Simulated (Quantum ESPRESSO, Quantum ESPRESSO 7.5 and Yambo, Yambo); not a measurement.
## LuBi2O4Cl (P4/mmm): one start, several treatments of the self-energy

Wanted: the gap of LuBi2O4Cl (P4/mmm) under several approximations, with cost.

Program: Quantum ESPRESSO 7.5 and Yambo 5.3.0. Level of theory: PBEsol and many-body steps on it, plane waves. Results are calculated unless marked as measured.

### 1. Set-up

Symmetry: P4/mmm, No. 123, tetragonal system. The conventional cell has a = 3.823 Å, b = 3.823 Å, c = 8.856 Å, α = 90.00°, β = 90.00°, γ = 90.00°. Nearest to Lu lie 8 O at 2.34 Å. Bi has 4 O at 2.23 Å nearest. Cl has 8 Bi at 3.33 Å nearest. Nearest to O lie 2 Bi at 2.23 Å and 2 Lu at 2.34 Å. Farther neighbours and most contacts between anions are not listed.

The cell and positions come from the Crystallography Open Database and are kept as given unless a step says otherwise. Spin-orbit coupling is left out unless a step names it.

### 2. Empty states on the mesh, 4×4×1 mesh, 590 bands

This step: Quantum ESPRESSO 7.5; DFT, PBEsol, plane waves, norm-conserving pseudopotentials.

The sums over transitions need many empty states on a uniform mesh; this step solves for them.

File pw.in:

```
&control
  calculation = 'nscf'
  prefix = 'x'
  outdir = 'o'
  pseudo_dir = 'pseudo'
/
&system
  ibrav = 0
  nat = 8
  ntyp = 4
  ecutwfc = 92.0
  nbnd = 590
  force_symmorphic = .true.
/
&electrons
  conv_thr = 1e-9
  electron_maxstep = 80
  diago_full_acc = .true.
  diago_thr_init = 5e-6
/
ATOMIC_SPECIES
  Lu 174.97 Lu.upf
  Bi 208.98 Bi.upf
  Cl 35.45 Cl.upf
  O 15.999 O.upf
CELL_PARAMETERS angstrom
  3.8232000000 0.0000000000 0.0000000000
  0.0000000000 3.8232000000 0.0000000000
  0.0000000000 0.0000000000 8.8560000000
ATOMIC_POSITIONS crystal
  Lu 0.0000000000 0.0000000000 0.0000000000
  Bi 0.5000000000 0.5000000000 0.7193000000
  Bi 0.5000000000 0.5000000000 0.2807000000
  Cl 0.0000000000 0.0000000000 0.5000000000
  O 0.5000000000 0.0000000000 0.8480000000
  O 0.0000000000 0.5000000000 0.8480000000
  O 0.5000000000 0.0000000000 0.1520000000
  O 0.0000000000 0.5000000000 0.1520000000
K_POINTS automatic
  4 4 1 0 0 0
```

Launch:

```sh
OMP_NUM_THREADS=1 mpirun -n 8 pw.x -nk 4 -in pw.in > pw.out
```

What it wrote:

```text
Program PWSCF v.7.5 starts

     This program is part of the open-source Quantum ESPRESSO suite
     for quantum simulation of materials; please cite
         "P. Giannozzi et al., J. Phys.:Condens. Matter 21 395502 (2009);
         "P. Giannozzi et al., J. Phys.:Condens. Matter 29 465901 (2017);
         "P. Giannozzi et al., J. Chem. Phys. 152 154105 (2020);
     in publications or presentations arising from this work. More details at

     Atomic positions and unit cell read from directory:
     o/x.save/

     Message from routine setup:
[...]
25.3704  26.3567  26.9738  27.0985  28.2118  28.4167  28.6416  28.8783
     [... 62 further rows ...]
   147.6990 148.1485 148.3404 148.6194 148.9764 149.1284 149.2685 149.3688
   149.4385 149.7212 150.3838 150.6067 150.9410 150.9887

          k = 0.2500 0.2500 0.0000 ( 13004 PWs)   bands (ev):

     [... further k-points ...]

     highest occupied, lowest unoccupied level (ev):    11.2274   12.3526

     XML data file, pseudopotentials, collected wavefunctions

=------------------------------------------------------------------------------=
   JOB DONE.
=------------------------------------------------------------------------------=
```

The job ended after 3.2 min (8 MPI ranks of Arm Neoverse V1, shared host; peak memory 3.4 GiB).

Numbers from this step:

```
gap                                                           : 1.125 eV
k of the valence top                                          : -0.5, -0.5, 0
k of the conduction bottom                                    : 0, 0, 0
least direct gap                                              : 1.513 eV
k points computed                                             : 6
lowest point of the top converged band, above the valence top : 138.1076 eV
```

On this mesh the gap is 1.125 eV.

The density comes from a self-consistent run that is not shown.

### 3. Conversion and set-up

This step: Yambo 5.3.0; conversion and set-up on PBEsol, plane waves, norm-conserving pseudopotentials.

The states are converted to the many-body program's format and the q mesh is built.

Launch:

```sh
(cd o/x.save; p2y > p2y.log; mv SAVE ../..); yambo > setup.log
```

What it wrote:

```text
 Yambo, version 5.3.0

 [02] CORE Variables Setup
 =========================

  [02.01] Unit cells
  ==================

  Cell kind             :  Unknown
  Atoms in the cell     :  Lu  Bi  Cl  O
  number of Lu atoms    :  1
  number of Bi atoms    :  2
  number of Cl atoms    :  1
  number of O  atoms    :   4

  List of atomic masses
  Mass of Lu    :  174.9700
  Mass of Bi    :  208.9800
  Mass of Cl    :  35.45000
  Mass of O     :  15.99900

  List of atomic coordinates    : [cc]
  Lu1       :  0.000000  0.000000  0.000000  order 1
[...]
==========================================

 IBZ Q-points                                      :   6
 BZ  Q-points                                      :  16

 K/Q-points units:
 rlu = crystal or reduced units; cc = cartesian coordinates; iku = interal k-units

 Q [1]          [rlu]:  0.000000  0.000000  0.000000
 Q [2]          [rlu]:  0.000000  0.250000  0.000000
 Q [3]          [rlu]:  0.000000 -0.500000  0.000000
 Q [4]          [rlu]:  0.250000  0.250000  0.000000
 Q [5]          [rlu]:  0.250000 -0.500000  0.000000
 Q [6]          [rlu]: -0.500000 -0.500000  0.000000

  [03.01] X indexes
  =================

   [03.01.01] Sigma indexes
   ========================

 [06] Game Over & Game summary
```

Run time: 4.8 s. Hardware: 1 MPI rank; peak memory 0.25 GiB.

### 4. G0W0, Godby-Needs plasmon pole

G0W0 replaces the xc potential by the self-energy, built once from these orbitals. Only a window of levels is corrected, while the sums run over the empty bands that the input names.

This step: G0W0 on PBEsol, plane waves, norm-conserving pseudopotentials.

File gw2.in:

```
HF_and_locXC
gw0
dyson
ppa
em1d
rim_cut
RandQpts= 1000000
RandGvec= 1 RL
EXXRLvcs= 92 Ry
VXCRLvcs= 368 Ry
Chimod= "HARTREE"
% BndsRnXp
 1 | 271 |
%
NGsBlkXp= 11.5 Ry
% LongDrXp
 1 | 1 | 1 |
%
% GbndRnge
 1 | 271 |
%
DysSolver= "n"
ExtendOut
PPAPntXp= 27.21138 eV
% QPkrange
 6 | 6 | 50 | 53 |
 1 | 1 | 50 | 53 |
%
```

Launch:

```sh
OMP_NUM_THREADS=1 mpirun -n 8 yambo -F gw2.in -J gw2 -C gw2 > gw2.log
```

What it wrote:

```text
 Yambo, version 5.3.0

 [02] CORE Variables Setup
 =========================

  [... cell, symmetries and grids as in the set-up ...]

  [02.05] Energies & Occupations
  ==============================

  [X] === General ===
  [X] Electronic Temperature                        :  0.000000  0.000000 [eV K]
  [X] Bosonic    Temperature                        :  0.000000  0.000000 [eV K]
  [X] Finite Temperature mode                       : no
  [X] El. density                                   :  0.78797E+24 [cm-3]
  [X] Fermi Level                                   :  11.22736 [eV]

  [X] === Gaps and Widths ===
  [X] Conduction Band Min                           :  1.125207 [eV]
  [X] Valence Band Max                              :  0.000000 [eV]
  [X] Filled Bands                                  :   51
  [X] Empty Bands                                   :    52   590
  [X] Direct Gap                                    :  1.513456 [eV]
  [X] Direct Gap localized at k                     :  1
  [X] Indirect Gap                                  :  1.125207 [eV]
  [X] Indirect Gap between kpts                     :   6   1
  [X] Last valence band width                       :  0.786197 [eV]
  [X] 1st conduction band width                     :  2.661999 [eV]

 [03] Transferred momenta grid and indexing
 ==========================================

 IBZ Q-points                                      :   6
 BZ  Q-points                                      :  16

 K/Q-points units:
 rlu = crystal or reduced units; cc = cartesian coordinates; iku = interal k-units

 Q [1]          [rlu]:  0.000000  0.000000  0.000000
 Q [2]          [rlu]:  0.000000  0.250000  0.000000
 Q [3]          [rlu]:  0.000000 -0.500000  0.000000
 Q [4]          [rlu]:  0.250000  0.250000  0.000000
 Q [5]          [rlu]:  0.250000 -0.500000  0.000000
 Q [6]          [rlu]: -0.500000 -0.500000  0.000000

 [04] Coloumb potential Random Integration (RIM)
 ===============================================

  [04.01] RIM initialization
  ==========================

  * Diagonal components only detected *

  8 x (sBL volume)        :  0.141978 [a.u.]
  sBZ random points       :  1000000
  Points outside the sBZ  :   7992674
  RL volume               :  0.283956 [a.u.]
  Integrated volume       :  0.284216 [a.u.]

  [04.02] RIM integrals
  =====================

  Gamma point sphere radius             :  0.094629 [a.u.]
  Points outside the sphere             :   799651
  [Int_sBZ(q=0) 1/q^2]*(Vol_sBZ)^(-1/3) =:  7.425606
                                 should be <:  7.795600

  Summary of Coulomb integrals for non-metallic bands |Q|[au] RIM/Bare

  Q [1] 0.100000E-4 0.952538 * Q [2] 0.217417 0.906566
  Q [4] 0.307474 0.966048 * Q [3] 0.434834 0.977944
  Q [5] 0.486160 0.984476 * Q [6] 0.614949 0.990485

 [WARNING] [Xp] User bands 1-271 break level degeneracy

 [05] Dipoles
 ============

  [05.01] Setup: observables and procedures
  =========================================

  [WARNING] [x,Vnl] slows the Dipoles computation. To neglect it rename the ns.kb_pp file

 [06] Dynamic Dielectric Matrix (PPA)
 ====================================

 [SLK-Inversion]  Pools        :  2
 [SLK-Inversion]  BLACS grid   :  2  2

 [WR./gw2//ndb.pp]---------------------------------------------------------------
  Brillouin Zone Q/K grids (IBZ/BZ)                :   6  16   6  16
  RL vectors                                       :  15651 [WF]
  Coulomb cutoff potential                         : none
  Electronic Temperature                           :  0.000000 [K]
  Bosonic    Temperature                           :  0.000000 [K]
  PPA    diel. fun.  energies                      : Perdew, Burke & Ernzerhof SOL(X)+Perdew, Burke & Ernzerhof SOL(C)
  wavefunctions                                    : Perdew, Burke & Ernzerhof SOL(X)+Perdew, Burke & Ernzerhof SOL(C)
  Global Gauge                                     : length
  X matrix size                                    :   591
  X band range                                     :    1  271
  X e/h energy range                               : -1.000000 -1.000000 [eV]
  X Time ordering                                  : R
  X Hxc Kernel                                     : HARTREE
  X Drude frequency                                :  0.000000  0.000000
  X poles                                          :  100.0000 [o/o]
  RL vectors in the sum                            :  15651
  [r,Vnl] included                                 : yes
  Field direction                                  :  0.577350E-5  0.577350E-5  0.577350E-5
  BZ energy Double Grid                            : no
  BZ energy DbGd points                            : 0
  BZ Q point size factor                           : -1.000000
  X Optical Averaged directions                    : none

 [07] Local Exchange-Correlation + Non-Local Fock
 ================================================

 [VXC] Plane waves :  104163
 [EXS] Plane waves :  13003

 QP @ state[ 1 ] K range:  1  1
 QP @ state[ 1 ] b range:   50   53
 QP @ state[ 2 ] K range:   6   6
 QP @ state[ 2 ] b range:   50   53

 [xc] Functional : Perdew, Burke & Ernzerhof SOL(X)+Perdew, Burke & Ernzerhof SOL(C)
 [xc] LIBXC used to calculate xc functional
  PP Number of Atomic Species                      :   4
  NLCC RL compoments                               :  104163
  PP Number of Atomic Species                      :   4
  NLCC RL compoments                               :  104163

 [xc] E_xc :  -71.31147 [Ha]
      E_xc :  -142.6229 [Ry]

  Local XC kind (lXC) : Perdew, Burke & Ernzerhof SOL(X)+Perdew, Burke & Ernzerhof SOL(C)
  Non-Local XC kind (nlXC) : Hartree-Fock

  Corrections @ K [1] :  [eV]
 <50|nlXC|50> = -26.42748  0.21935E-16 <50|lXC|50> = -21.78628  0.37763E-15
 <51|nlXC|51> = -23.72651 -0.33173E-17 <51|lXC|51> = -20.09624  0.000000
 <52|nlXC|52> = -8.227579 -0.28915E-17 <52|lXC|52> = -12.12347  0.18882E-15
 <53|nlXC|53> = -9.006582  0.24086E-17 <53|lXC|53> = -13.47468  0.000000

  Corrections @ K [6] :  [eV]
 <50|nlXC|50> = -24.58848 -0.20225E-16 <50|lXC|50> = -20.35511 -0.18882E-15
 <51|nlXC|51> = -27.10154  0.29056E-17 <51|lXC|51> = -22.59797 -0.18882E-15
 <52|nlXC|52> = -9.954057 -0.38323E-17 <52|lXC|52> = -14.04053 -0.47204E-16
 <53|nlXC|53> = -9.954412  0.85527E-18 <53|lXC|53> = -14.04053  0.47204E-16

  [07.01] Hartree-Fock occupations report
  =======================================

  [Hartree-Fock] === General ===
  [Hartree-Fock] Electronic Temperature             :  0.000000  0.000000 [eV K]
  [Hartree-Fock] Bosonic    Temperature             :  0.000000  0.000000 [eV K]
  [Hartree-Fock] Finite Temperature mode            : no
  [Hartree-Fock] El. density                        :  0.78797E+24 [cm-3]
  [Hartree-Fock] Fermi Level                        :  11.22736 [eV]

  [Hartree-Fock] === Gaps and Widths ===
  [Hartree-Fock] Conduction Band Min                :  2.775113 [eV]
  [Hartree-Fock] Valence Band Max                   : -0.369601 [eV]
  [Hartree-Fock] Filled Bands                       :   51
  [Hartree-Fock] Empty Bands                        :    52   590
  [Hartree-Fock] Direct Gap                         :  3.321844 [eV]
  [Hartree-Fock] Direct Gap localized at k          :  2
  [Hartree-Fock] Indirect Gap                       :  3.144713 [eV]
  [Hartree-Fock] Indirect Gap between kpts          :  2  3
  [Hartree-Fock] Last valence band width            :  4.133965 [eV]
  [Hartree-Fock] 1st conduction band width          :  4.978978 [eV]

 [08] Dyson equation: Newton solver
 ==================================

  [08.01] G0W0 (W PPA)
  ====================

  [  GW  ] Bands range     :    1  271
  [GW/PPA] G damping       :  0.100000 [eV]

  QP @ state[ 1 ] K range:  1  1
  QP @ state[ 1 ] b range:   50   53
  QP @ state[ 2 ] K range:   6   6
  QP @ state[ 2 ] b range:   50   53

   Sc/G bands                                       :    1  271
   Sc/G damping                                     :  0.100000 ev
   Sc bands terminator                              : no
   Sx RL components                                 :  13003

   QP @ state[ 1 ] K range                          :  1  1
   QP @ state[ 1 ] b range                          :   50   53
   QP @ state[ 2 ] K range                          :   6   6
   QP @ state[ 2 ] b range                          :   50   53
   GF energies kind                                 : Perdew, Burke & Ernzerhof SOL(X)+Perdew, Burke & Ernzerhof SOL(C)
   GF WF`s kind                                     : Perdew, Burke & Ernzerhof SOL(X)+Perdew, Burke & Ernzerhof SOL(C)
   Xs energies kind                                 : Perdew, Burke & Ernzerhof SOL(X)+Perdew, Burke & Ernzerhof SOL(C)
   Xs WF`s kind                                     : Perdew, Burke & Ernzerhof SOL(X)+Perdew, Burke & Ernzerhof SOL(C)

 [11] Game Over & Game summary
```

Run time: 4.9 min. Hardware: 8 MPI ranks; peak memory 7.4 GiB.

This step gave:

- G0W0 gap on the points computed: 1.286 eV
- starting gap on the mesh: 1.125 eV
- k of the valence top: -0.5, -0.5, 0
- k of the conduction bottom: 0, 0, 0
- least direct G0W0 gap on the computed points: 1.984 eV
- Z at the valence top: 0.7766
- Z at the conduction bottom: 0.8394

The gap on the mesh goes from 1.13 eV to 1.29 eV, a correction of +0.16 eV.

[end of part 1 of 2]

[Paths, hosts, dates, memory and timing lines, banners, echoed tables and standing remarks are left out of the program output.]

[Logs are printed without paths, hosts, clocks, repeated set-up lines and the standing remarks that a program may print on its own settings, such as how far it seeks lower states.]

[Runs of the session that timed out or met a known fault of the program may be left out.]

[Hosts, paths, dates, database ids (printed as entryN), source tags and the programs' standing remarks are cut or masked in the printed files.]
